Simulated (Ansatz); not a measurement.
# Hyperfine shifts in Na2LiCrF6 from spin-polarised DFT

Aim: the shifts that the unpaired electrons of Cr give to the NMR lines of 7Li, 23Na and 19F in Na2LiCrF6 at 320 K.

Program: Ansatz 0.2.0. Level of theory: DFT, PBE+U, plane-wave PAW, default files (PAW set soft_2), collinear spin, scalar-relativistic. Results are calculated unless marked as measured.

## Step 1: Set-up

The structure is cubic, space group Fm-3m (No. 225). Conventional cell: a = 7.824 Å, b = 7.824 Å, c = 7.824 Å, α = 90.00°, β = 90.00°, γ = 90.00°. Nearest to Cr lie 6 F at 1.92 Å. Nearest to Na lie 12 F at 2.77 Å. Nearest to F lie 1 Cr at 1.92 Å and 1 Li at 1.99 Å and 4 Na at 2.77 Å. Li has 6 F at 1.99 Å nearest. Farther neighbours and most contacts between anions are not listed.

The cell is a computed entry of the Materials Project; it need not be the form that is stable at ambient conditions. The run's cell holds 20 atoms, a multiple of the primitive cell, so that one ion can be reversed against another. The atoms were relaxed beforehand at this level of theory at fixed cell, with all moments parallel.

## Step 2: All moments parallel

The hyperfine field is read from the state with all Cr moments parallel, which stands for the saturated paramagnet. A Hubbard U holds the open shell closer to the ion than the plain functional does, which changes how much spin reaches the ligands.

Contents of input.yaml:

```yaml
crystal:
  lattice:
    - [0.0, 7.82445344, 7.82445344]
    - [3.91222672, 0.0, 3.91222672]
    - [3.91222672, 3.91222672, 0.0]
  atoms:
    - { symbol: Cr, position: [0.0, 0.0, 0.0], spin: 3.0 }
    - { symbol: Cr, position: [0.5, 0.0, 0.0], spin: 3.0 }
    - { symbol: Na, position: [0.3750007603, 0.7499994931, 0.7499994931] }
    - { symbol: Na, position: [0.8750007603, 0.7499994931, 0.7499994931] }
    - { symbol: Na, position: [0.1249992397, 0.2500005069, 0.2500005069] }
    - { symbol: Na, position: [0.6249992397, 0.2500005069, 0.2500005069] }
    - { symbol: F, position: [0.3772721909, 0.2454561961, 0.2454561961] }
    - { symbol: F, position: [0.8772721909, 0.2454561961, 0.2454561961] }
    - { symbol: F, position: [0.3772721909, 0.2454561961, 0.754543226] }
    - { symbol: F, position: [0.8772721909, 0.2454561961, 0.754543226] }
    - { symbol: F, position: [0.1227278091, 0.7545438039, 0.245456774] }
    - { symbol: F, position: [0.6227278091, 0.7545438039, 0.245456774] }
    - { symbol: F, position: [0.3772721909, 0.754543226, 0.2454561961] }
    - { symbol: F, position: [0.8772721909, 0.754543226, 0.2454561961] }
    - { symbol: F, position: [0.1227278091, 0.7545438039, 0.7545438039] }
    - { symbol: F, position: [0.6227278091, 0.7545438039, 0.7545438039] }
    - { symbol: F, position: [0.1227278091, 0.245456774, 0.7545438039] }
    - { symbol: F, position: [0.6227278091, 0.245456774, 0.7545438039] }
    - { symbol: Li, position: [0.25, 0.5, 0.5] }
    - { symbol: Li, position: [0.75, 0.5, 0.5] }
magnetization:
  spin_polarized: true
kpoints:
  mp_grid: { grid: [5, 5, 5] }
scf:
  lower_state_search: "off"
  occupations: { method: fermi_dirac, width: 0.02 }
hamiltonian:
  xc: pbe
  hubbard: [{ species: Cr, l: d, u_eff: 3.7 }]
output:
  efg:
    contact_densities: true
    quadrupole_moments_barn: { Cr: -0.15, Na: 0.104, Li: -0.0401 }
  forces: false
  write_density: true
  write_potential: true
  elf: true
  volumetric_format: npy
```

The run is started by

```bash
$ ansatz run input.yaml --threads 8 --pin off --max-ram 16384MiB --backend cpu --events-out ev --progress --plain --runs-dir out
```

Numbers of over 12 decimals in the logs are rounded to 6 here.

The program printed:

```text
[a pick of lines, long numbers rounded; other set-up, energy and force rows are left out]
Functional definition: PBE
Crystal: 20 atoms, lattice volume = 239.515 Å³
Basis set: ecut = 420 eV, 4639 PW (Γ)
Symmetry: 24 space group operations
Magnetic group: BNS 225.116 (UNI 1618), of the structure as read, at distance tolerance 6.2e-5 Å
k-points: 19 of 125
Functional: x = pbe(κ = 0.804, μ = 0.219515), c = pbe(β = 0.066725)
SCF iter   1: F=—  HF=-22843.120321 eV  |F-HF|=—  |Δ(HF+E_count)|=         —  Δρ=1.24e-1 (↑1.24e-1 ↓8.04e-2)  dr2=8.65e1  dr2_m=2.28e0  M=6.000 μB ∫|m|=7.566 μB  β_m=0.30  ethr=3.10e-3  ⟨swp⟩=5.8  Hψ=13200  notcnv=0  defer=75
preconditioner: auto → Resta (q_TF=auto, 2.535 Å⁻¹)  ε∞=4.0  [insulator: Δε(μ)=0.959 eV  Ē_g=13.919 eV  σ=0.020 eV  W_gap=1.00  n_scr=60 (ndim 8)  ℏωp=24.2 eV  f_vac=0.000  D(μ)=0.00/eV (n_scr^D=0)  ε∞_Penn≈4.0]
SCF iter   2: F=—  HF=-22829.386035 eV  |F-HF|=—  |Δ(HF+E_count)|=    1.37e1  Δρ=3.56e-2 (↑3.56e-2 ↓3.48e-2)  dr2=7.63e0  dr2_m=5.27e-1  M=6.000 μB ∫|m|=6.768 μB  β_m=0.30  ethr=3.10e-3  ⟨swp⟩=3.0  Hψ=7881  notcnv=0  defer=633
SCF iter   3: F=—  HF=-22829.156629 eV  |F-HF|=—  |Δ(HF+E_count)|=   2.29e-1  Δρ=2.47e-2 (↑2.47e-2 ↓2.30e-2)  dr2=3.84e0  dr2_m=2.96e-1  M=6.000 μB ∫|m|=6.714 μB  β_m=0.61  ethr=3.10e-3  ⟨swp⟩=2.2  Hψ=5314  notcnv=0  defer=643
SCF iter   4: F=—  HF=-22829.339858 eV  |F-HF|=—  |Δ(HF+E_count)|=   1.83e-1  Δρ=8.34e-3 (↑8.34e-3 ↓5.05e-3)  dr2=4.99e-1  dr2_m=1.46e-2  M=6.000 μB ∫|m|=6.441 μB  β_m=0.66  ethr=2.49e-3  ⟨swp⟩=2.9  Hψ=7271  notcnv=0  defer=627
SCF iter   5: F=—  HF=-22829.250104 eV  |F-HF|=—  |Δ(HF+E_count)|=   8.98e-2  Δρ=4.06e-3 (↑2.65e-3 ↓4.06e-3)  dr2=8.19e-2  dr2_m=2.64e-3  M=6.000 μB ∫|m|=6.395 μB  β_m=0.67  ethr=3.24e-4  ⟨swp⟩=2.8  Hψ=7328  notcnv=0  defer=613
SCF iter   6: F=—  HF=-22829.240002 eV  |F-HF|=—  |Δ(HF+E_count)|=   1.01e-2  Δρ=1.31e-3 (↑1.31e-3 ↓1.16e-3)  dr2=1.15e-2  dr2_m=7.46e-4  M=6.000 μB ∫|m|=6.364 μB  β_m=0.77  ethr=5.32e-5  ⟨swp⟩=2.5  Hψ=6347  notcnv=0  defer=593
SCF iter   7: F=—  HF=-22829.241467 eV  |F-HF|=—  |Δ(HF+E_count)|=   1.46e-3  Δρ=6.23e-4 (↑4.85e-4 ↓6.23e-4)  dr2=2.53e-3  dr2_m=1.85e-5  M=6.000 μB ∫|m|=6.354 μB  β_m=0.79  ethr=7.46e-6  ⟨swp⟩=2.4  Hψ=5538  notcnv=0  defer=593
SCF iter   8: F=—  HF=-22829.241216 eV  |F-HF|=—  |Δ(HF+E_count)|=   2.51e-4  Δρ=1.17e-4 (↑1.17e-4 ↓1.10e-4)  dr2=9.44e-5  dr2_m=3.39e-6  M=6.000 μB ∫|m|=6.350 μB  β_m=0.78  ethr=1.64e-6  ⟨swp⟩=2.1  Hψ=4909  notcnv=0  defer=589
SCF iter   9: F=—  HF=-22829.241606 eV  |F-HF|=—  |Δ(HF+E_count)|=   3.90e-4  Δρ=4.76e-5 (↑3.63e-5 ↓4.76e-5)  dr2=1.26e-5  dr2_m=4.12e-7  M=6.000 μB ∫|m|=6.350 μB  β_m=0.89  ethr=6.13e-8  ⟨swp⟩=2.0  Hψ=6402  notcnv=0  defer=589
SCF iter  10: F=—  HF=-22829.241612 eV  |F-HF|=—  |Δ(HF+E_count)|=   6.42e-6  Δρ=1.61e-5 (↑1.61e-5 ↓6.33e-6)  dr2=1.22e-6  dr2_m=7.05e-8  M=6.000 μB ∫|m|=6.351 μB  β_m=0.95  ethr=8.20e-9  ⟨swp⟩=2.0  Hψ=5622  notcnv=0  defer=589
SCF iter  11: F=-22829.241612 eV  HF=-22829.241612 eV  |F-HF|=3.73e-8  |Δ(HF+E_count)|=   7.57e-8  Δρ=2.75e-6 (↑2.75e-6 ↓2.25e-6)  dr2=4.69e-8  dr2_m=1.14e-9  M=6.000 μB ∫|m|=6.351 μB  ethr=6.49e-11  ⟨swp⟩=9.4  Hψ=16014  notcnv=0
SCF 1 converged in 11 iterations: F = -22829.241612 eV  dr2 = 4.69e-8
SCF converged after 11 iterations
Magnetization: 6.0000 μB (80.0000 up, 74.0000 down)
Absolute magnetization: 6.3707 μB (∫|ρ↑−ρ↓|, with the PAW one-centre terms)
Per-site moments (μB) at R_I (Å): [(2.406166, 0.792231), (2.406166, 0.792231), (0.000683542, 1.141215), (0.000683542, 1.141215), (0.000683542, 1.141215), (0.000683542, 1.141215), (0.00638883, 0.792231), (0.00638883, 0.792231), (0.00638883, 0.792231), (0.00638883, 0.792231), (0.00638883, 0.792231), (0.00638883, 0.792231), (0.00638883, 0.792231), (0.00638883, 0.792231), (0.00638883, 0.792231), (0.00638883, 0.792231), (0.00638883, 0.792231), (0.00638883, 0.792231), (-0.00173402, 0.821562), (-0.00173402, 0.821562)]
Free energy (F): -22829.241612 eV
Fermi energy:    4.971589 eV
--- PAW observables at the nuclei: V_zz in 10²¹ V/m², potentials from the cell's mean, atoms counted from 1 ---
  atom   1  Cr V_zz =    +0.000052   η = 0.0000   by run symmetry: allowed   C_q = -0.0002 MHz
            electrostatic potential = -2851.480249 V   contact ρ = 76321.998603 e/Å³   contact ρ_s (e/Å³): all electrons -2.789168, valence +2.772540
  atom   2  Cr V_zz =    +0.000052   η = 0.0000   by run symmetry: allowed   C_q = -0.0002 MHz
            electrostatic potential = -2851.480249 V   contact ρ = 76321.998603 e/Å³   contact ρ_s (e/Å³): all electrons -2.789168, valence +2.772540
  atom   3  Na V_zz =    +0.000038   η = 0.0000   by run symmetry: allowed   C_q = +0.0001 MHz
            electrostatic potential = -976.152565 V   contact ρ = 5903.468513 e/Å³   contact ρ_s (e/Å³): all electrons +0.004578, valence +0.003692
  atom   4  Na V_zz =    +0.000038   η = 0.0000   by run symmetry: allowed   C_q = +0.0001 MHz
            electrostatic potential = -976.152565 V   contact ρ = 5903.468513 e/Å³   contact ρ_s (e/Å³): all electrons +0.004578, valence +0.003692
  atom   5  Na V_zz =    +0.000038   η = 0.0000   by run symmetry: allowed   C_q = +0.0001 MHz
            electrostatic potential = -976.152565 V   contact ρ = 5903.468513 e/Å³   contact ρ_s (e/Å³): all electrons +0.004578, valence +0.003692
  atom   6  Na V_zz =    +0.000038   η = 0.0000   by run symmetry: allowed   C_q = +0.0001 MHz
            electrostatic potential = -976.152565 V   contact ρ = 5903.468513 e/Å³   contact ρ_s (e/Å³): all electrons +0.004578, valence +0.003692
  atom   7  F  V_zz =    +7.954139   η = 0.0000   by run symmetry: allowed
            electrostatic potential = -735.487468 V   contact ρ = 3126.800397 e/Å³   contact ρ_s (e/Å³): all electrons -0.009533, valence +0.001648
  atom   8  F  V_zz =    +7.954139   η = 0.0000   by run symmetry: allowed
            electrostatic potential = -735.487468 V   contact ρ = 3126.800397 e/Å³   contact ρ_s (e/Å³): all electrons -0.009533, valence +0.001648
  atom   9  F  V_zz =    +7.954139   η = 0.0000   by run symmetry: allowed
            electrostatic potential = -735.487468 V   contact ρ = 3126.800397 e/Å³   contact ρ_s (e/Å³): all electrons -0.009533, valence +0.001648
  atom  10  F  V_zz =    +7.954139   η = 0.0000   by run symmetry: allowed
            electrostatic potential = -735.487468 V   contact ρ = 3126.800397 e/Å³   contact ρ_s (e/Å³): all electrons -0.009533, valence +0.001648
  atom  11  F  V_zz =    +7.954139   η = 0.0000   by run symmetry: allowed
            electrostatic potential = -735.487468 V   contact ρ = 3126.800397 e/Å³   contact ρ_s (e/Å³): all electrons -0.009533, valence +0.001648
  atom  12  F  V_zz =    +7.954139   η = 0.0000   by run symmetry: allowed
            electrostatic potential = -735.487468 V   contact ρ = 3126.800397 e/Å³   contact ρ_s (e/Å³): all electrons -0.009533, valence +0.001648
  atom  13  F  V_zz =    +7.954139   η = 0.0000   by run symmetry: allowed
            electrostatic potential = -735.487468 V   contact ρ = 3126.800397 e/Å³   contact ρ_s (e/Å³): all electrons -0.009533, valence +0.001648
  atom  14  F  V_zz =    +7.954139   η = 0.0000   by run symmetry: allowed
            electrostatic potential = -735.487468 V   contact ρ = 3126.800397 e/Å³   contact ρ_s (e/Å³): all electrons -0.009533, valence +0.001648
  atom  15  F  V_zz =    +7.954139   η = 0.0000   by run symmetry: allowed
            electrostatic potential = -735.487468 V   contact ρ = 3126.800397 e/Å³   contact ρ_s (e/Å³): all electrons -0.009533, valence +0.001648
  atom  16  F  V_zz =    +7.954139   η = 0.0000   by run symmetry: allowed
            electrostatic potential = -735.487468 V   contact ρ = 3126.800397 e/Å³   contact ρ_s (e/Å³): all electrons -0.009533, valence +0.001648
  atom  17  F  V_zz =    +7.954139   η = 0.0000   by run symmetry: allowed
            electrostatic potential = -735.487468 V   contact ρ = 3126.800397 e/Å³   contact ρ_s (e/Å³): all electrons -0.009533, valence +0.001648
  atom  18  F  V_zz =    +7.954139   η = 0.0000   by run symmetry: allowed
            electrostatic potential = -735.487468 V   contact ρ = 3126.800397 e/Å³   contact ρ_s (e/Å³): all electrons -0.009533, valence +0.001648
  atom  19  Li V_zz =    +0.000003   η = 0.0000   by run symmetry: allowed   C_q = -0.0000 MHz
            electrostatic potential = -167.617987 V   contact ρ = 94.435428 e/Å³   contact ρ_s (e/Å³): all electrons -0.014118, valence -0.013994
  atom  20  Li V_zz =    +0.000003   η = 0.0000   by run symmetry: allowed   C_q = -0.0000 MHz
            electrostatic potential = -167.617987 V   contact ρ = 94.435428 e/Å³   contact ρ_s (e/Å³): all electrons -0.014118, valence -0.013994
--- Band table (eV; the first three rows and the last of 38) ---
  k-point 0 ↑: bands = ["-69.0382", "-69.0382", "-46.5584", "-46.5566", "-46.5561", "-46.5556", "-40.3689", "-40.3689", "-40.3689", "-40.3689", "-40.3689", "-40.3689", "-39.1679", "-39.1678", "-18.7242", "-18.6944", "-18.5692", "-18.4849", "-18.4849", "-18.4831", "-18.4831", "-18.4716", "-18.4716", "-18.4716", "-18.4609", "-18.4609", "-18.4609", "-18.3232", "-18.1844", "-18.1120", "-18.1120", "-18.1120", "-18.0910",  [...]
  k-point 1 ↑: bands = ["-69.0382", "-69.0382", "-46.5581", "-46.5567", "-46.5566", "-46.5563", "-40.3689", "-40.3689", "-40.3689", "-40.3689", "-40.3689", "-40.3689", "-39.1678", "-39.1676", "-18.7204", "-18.6999", "-18.5713", "-18.5152", "-18.5007", "-18.4887", "-18.4776", "-18.4776", "-18.4676", "-18.4676", "-18.4652", "-18.4639", "-18.4197", "-18.3112", "-18.1709", "-18.1288", "-18.1045", "-18.1045", "-18.0942",  [...]
  k-point 2 ↑: bands = ["-69.0382", "-69.0382", "-46.5587", "-46.5581", "-46.5564", "-46.5561", "-40.3689", "-40.3689", "-40.3689", "-40.3689", "-40.3689", "-40.3689", "-39.1678", "-39.1673", "-18.7236", "-18.7007", "-18.5570", "-18.5499", "-18.5400", "-18.4847", "-18.4847", "-18.4800", "-18.4800", "-18.4644", "-18.4600", "-18.4581", "-18.3410", "-18.2873", "-18.1753", "-18.1722", "-18.1199", "-18.0929", "-18.0929",  [...]
  k-point 18 ↓: bands = ["-65.9750", "-65.9750", "-46.5558", "-46.5551", "-46.5543", "-46.5541", "-39.1707", "-39.1705", "-37.3827", "-37.3827", "-37.3827", "-37.3827", "-37.3827", "-37.3827", "-18.6947", "-18.6822", "-18.5760", "-18.5391", "-18.5211", "-18.5112", "-18.4873", "-18.4755", "-18.4634", "-18.4626", "-18.4614", "-18.4587", "-18.3347", "-18.2716", "-18.1455", "-18.1447", "-18.0754", "-18.0670", "-18.0523", [...]
Occupation matrices written to <dir>
```

The job ended after 13 s (8 threads of Arm Neoverse V1, shared host; peak memory 1.7 GiB).

The cell holds 6.00 μB on 2 Cr, so S = 1.50. The contact field is B = (2μ₀/3) μB ρ_s, 7.769 T for 1 e/Å³, and A_iso = γB/(2πS) sums over all ions. The valence part leaves out the polarisation of the shells that the files keep in the core (H has none; for Li and Na most or all inner electrons count as valence):

```tsv
site	atom	atoms in cell	links to Cr	field (T)	valence part (T)	A_iso (MHz)
Li	19	2	6 Cr through links of 180° (6)	-0.110	-0.109	-1.21
Na	3	4	4 Cr through links of 91° (12)	0.0356	0.0287	0.267
F	7	12	bonded to 1 Cr at 1.92 Å	-0.0741	0.0128	-1.98
```

Spin density in the ac plane at fractional y = 0.245, with atoms of Na and F within 0.2 Å of it.

Ten even steps from '0' (-3.36 × 1e-2 e/Å³) to '9' (9.22 × 1e-2 e/Å³), each cell a mean:
```
5322222222234897322222222223699
6322322223322598422322222322479
5302532223430256410442222350136
4311422222232124320332222233123
3223522222225322322532222223522
2222332222223322222332222222332
2222222222222222222222222222222
2222222222222222222222222222222
2222222222222222222222222222222
2222222222223222222222222322322
2222222223445322222222222344432
2222222222331322222222222241332
2222222222220122222222222221022
2222222222222233222222222222233
3222222222234554322222222234555
```
Columns run along a (11.1 Å), rows up along c (5.5 Å). Atoms in or near the plane, at fractional coordinates: Na at (0.12, 0.25), Na at (0.62, 0.25), F at (0.38, 0.25), F at (0.88, 0.25), F at (0.38, 0.75), F at (0.88, 0.75), F at (0.12, 0.75), F at (0.62, 0.75).

(Part 1 of 2 ends here.)

[Logs are printed without paths, hosts, clocks, repeated set-up lines and the standing remarks that a program may print on its own settings, such as how far it seeks lower states.]

[Hosts, paths, dates, database ids (printed as entryN), source tags and the programs' standing remarks are cut or masked in the printed files.]
